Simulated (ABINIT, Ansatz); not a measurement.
**A GW run on InF3 (R-3c) in ABINIT, with inputs changed**

A base run on InF3 (R-3c), then changed inputs.

Calculated with ABINIT 10.8.3; LDA and many-body steps on it, plane waves.

Most raw output is cut from this account.

## Step 1: The starting structure

The structure is trigonal, space group R-3c (No. 167). The conventional cell has a = 5.204 Å, b = 5.204 Å, c = 14.723 Å, α = 90.00°, β = 90.00°, γ = 120.00°. Nearest to In lie 6 F at 2.08 Å. F has 2 In at 2.08 Å nearest. Farther neighbours and most contacts between anions are not listed.

Structure file:

```cif
data_structure
_symmetry_space_group_name_H-M 'R-3c:H'
_symmetry_Int_Tables_number 167
_cell_length_a 5.2043
_cell_length_b 5.2043
_cell_length_c 14.7225
_cell_angle_alpha 90.000
_cell_angle_beta 90.000
_cell_angle_gamma 120.000
_cell_volume 345.33
loop_
_atom_site_label
_atom_site_type_symbol
_atom_site_symmetry_multiplicity
_atom_site_Wyckoff_symbol
_atom_site_fract_x
_atom_site_fract_y
_atom_site_fract_z
_atom_site_occupancy
In1 In 6 b 0.66667 0.33333 0.33333 1
F1 F 18 e 0.64571 0.64571 0.25000 1
```

The cell and positions are those that the Materials Project relaxed with its own functionals (PBE, PBE+U or r2SCAN), kept fixed.

## Step 2: Screening, 4×4×4 mesh, 124 bands, screening to 114.3 eV

This step: ABINIT 10.8.3; RPA screening on LDA, plane waves, norm-conserving pseudopotentials.

The RPA dielectric matrix is built and inverted for each q.

run.abi

```
acell 3*1.0 Angstrom
rprim 
  2.602141182914 1.502346912402 4.907506134507
  -2.602141182914 1.502346912402 4.907506134507
  0.000000000000 -3.004693824873 4.907506134486
ntypat 2
znucl 49 9
natom 8
typat 1 1 2 2 2 2 2 2
xred 
  0.500000000000 0.500000000000 0.500000000000
  -0.000000000000 0.000000000000 0.000000000000
  0.395709220000 0.750000000000 0.104290780000
  0.750000000000 0.104290780000 0.395709220000
  0.895709220000 0.604290780000 0.250000000000
  0.250000000000 0.895709220000 0.604290780000
  0.604290780000 0.250000000000 0.895709220000
  0.104290780000 0.395709220000 0.750000000000
pp_dirpath "pseudos"
pseudos "In.upf, F.upf"
ecut 36
ngkpt 4 4 4
nshiftk 1
shiftk 0 0 0
kptopt 1
chksymbreak 0
istwfk *1
occopt 1
irdwfk 1
optdriver 3
nband 124
ecuteps 4.2
inclvkb 2
awtr 1
symchi 1
indata_prefix "in"
outdata_prefix "out"
tmpdata_prefix "tmp"
```

The run is started by

```bash
$ OMP_NUM_THREADS=1 mpirun -n 8 abinit run.abi > log
```

Run time: 5.2 min. Hardware: 8 MPI ranks of Arm Neoverse V1, shared host; peak memory 7 GiB; 41 min of CPU time.

Numbers from this step:

```
ε∞ with local fields, on this mesh, along the program's q direction : 2.388
the same without local fields                                       : 2.490
plasma frequency                                                    : 31.72 eV
plane waves in the screening matrix                                 : 327
```

Local fields lower ε∞ by 4 %.

## Step 3: Base

The self-energy is evaluated for the states that the input lists, and the levels follow from it, in one-shot runs by the linearised quasiparticle equation.

This step: G0W0 on LDA, plane waves, norm-conserving pseudopotentials.

run.abi, as its differences from that of step 2:

```diff
@@ -29,8 +29,17 @@
 irdwfk 1
-optdriver 3
+optdriver 4
 nband 124
+gwcalctyp 0
+ecutsigx 36
+symsigma 1
+nkptgw 2
+kptgw 
+  0.5000000000 0.5000000000 0.0000000000
+  0.0000000000 0.0000000000 0.0000000000
+bdgw 
+  41 44
+  41 44
 ecuteps 4.2
-inclvkb 2
-awtr 1
-symchi 1
+irdscr 1
+ppmodel 1
 indata_prefix "in"
```

Wall time 20 s (8 MPI ranks); peak memory 4.2 GiB.

Numbers from this step:

```
G0W0 gap on the points computed              : 7.822 eV
starting gap on the mesh                     : 4.010 eV
k of the valence top                         : 0.5, 0.5, 0
k of the conduction bottom                   : 0, 0, 0
Z at the valence top                         : 0.806
Z at the conduction bottom                   : 0.87
least direct G0W0 gap on the computed points : 7.881 eV
```

The gap on the mesh goes from 4.01 eV to 7.82 eV, a correction of +3.81 eV.

## Step 4: Broadening of the poles

run.abi, as its differences from that of step 3:

```diff
@@ -44,2 +44,3 @@
 ppmodel 1
+zcut 0.5 eV
 indata_prefix "in"
```

The job ended after 20 s (8 MPI ranks; peak memory 4.2 GiB).

This step gave:

```yaml
g0w0_gap_on_the_points_computed: 7.822 eV
starting_gap_on_the_mesh: 4.010 eV
k_of_the_valence_top: 0.5, 0.5, 0
k_of_the_conduction_bottom: 0, 0, 0
z_at_the_valence_top: 0.806
z_at_the_conduction_bottom: 0.87
least_direct_g0w0_gap_on_the_computed_points: 7.881 eV
```

Against G0W0 in ABINIT (4×4×4 mesh, 124 bands, screening to 114.3 eV, Godby-Needs plasmon pole), the gap moves by +0.000 eV.

## Step 5: Point off the mesh

run.abi, as its differences from that of step 4:

```diff
@@ -34,9 +34,7 @@
 symsigma 1
-nkptgw 2
+nkptgw 1
 kptgw 
-  0.5000000000 0.5000000000 0.0000000000
-  0.0000000000 0.0000000000 0.0000000000
+  0.137 0.291 0
 bdgw 
-  41 44
-  41 44
+  42 43
 ecuteps 4.2
@@ -44,3 +42,2 @@
 ppmodel 1
-zcut 0.5 eV
 indata_prefix "in"
```

Run time: 2.3 s. Hardware: 8 MPI ranks; peak memory 0.06 GiB.

The run stopped with an error after 2.3 s.

The program's words: k-point [ 1.3700E-01,  2.9100E-01,  0.0000E+00]  not in the list of k points treated in the preparatory SCF run. Change kptgw, or shiftk of previous run.

The fault put into this input: point off the mesh.

## Step 6: The runs together

Times are wall times on 8 MPI ranks of Arm Neoverse V1, shared host, good to a factor of about two. A run's time includes the screening step that it read.

```tsv
run	mesh	bands	screening cutoff (eV)	DFT gap (eV)	gap on the mesh (eV)	direct (eV)	ε∞ used	time
base	4×4×4	124	114.3	4.010	7.822	7.881	2.39	5.5 min
broadening of the poles	4×4×4	124	114.3	4.010	7.822	7.881	2.39	5.5 min
```

## Step 7: Outcome

```
base                    : 7.822 eV
broadening of the poles : 7.822 eV
known limits            : not at the basis limit; no spin-orbit coupling
```

Broadening of the poles: no change against base (keys changed: zcut). Bands and cutoff are finite, so the gap is not at the basis limit. The miss can reach some tenths of an eV and take either sign; the mesh is an error of its own. In the G0W0 runs levels were corrected at 2 k points alone, so a gap called «on the mesh» is the least over those, and an edge elsewhere would be missed. The many-body steps are scalar-relativistic: spin-orbit coupling is not in them.

[Paths, hosts, dates, memory and timing lines, banners, echoed tables and standing remarks are left out of the program output.]

[Logs are printed without paths, hosts, clocks, repeated set-up lines and the standing remarks that a program may print on its own settings, such as how far it seeks lower states.]

[Runs of the session that timed out or met a known fault of the program may be left out.]

[Hosts, paths, dates, database ids (printed as entryN), source tags and the programs' standing remarks are cut or masked in the printed files.]

[G0W0 gaps are taken among the corrected bands and points alone; a level outside them can change the order at an edge.]

[Where Ansatz stands beside ABINIT at settings called matched, ABINIT's density can come from a denser mesh and the files from another edition; pairs whose starting gaps differed by over 0.03 eV were left out, so agreement reads better than it is.]
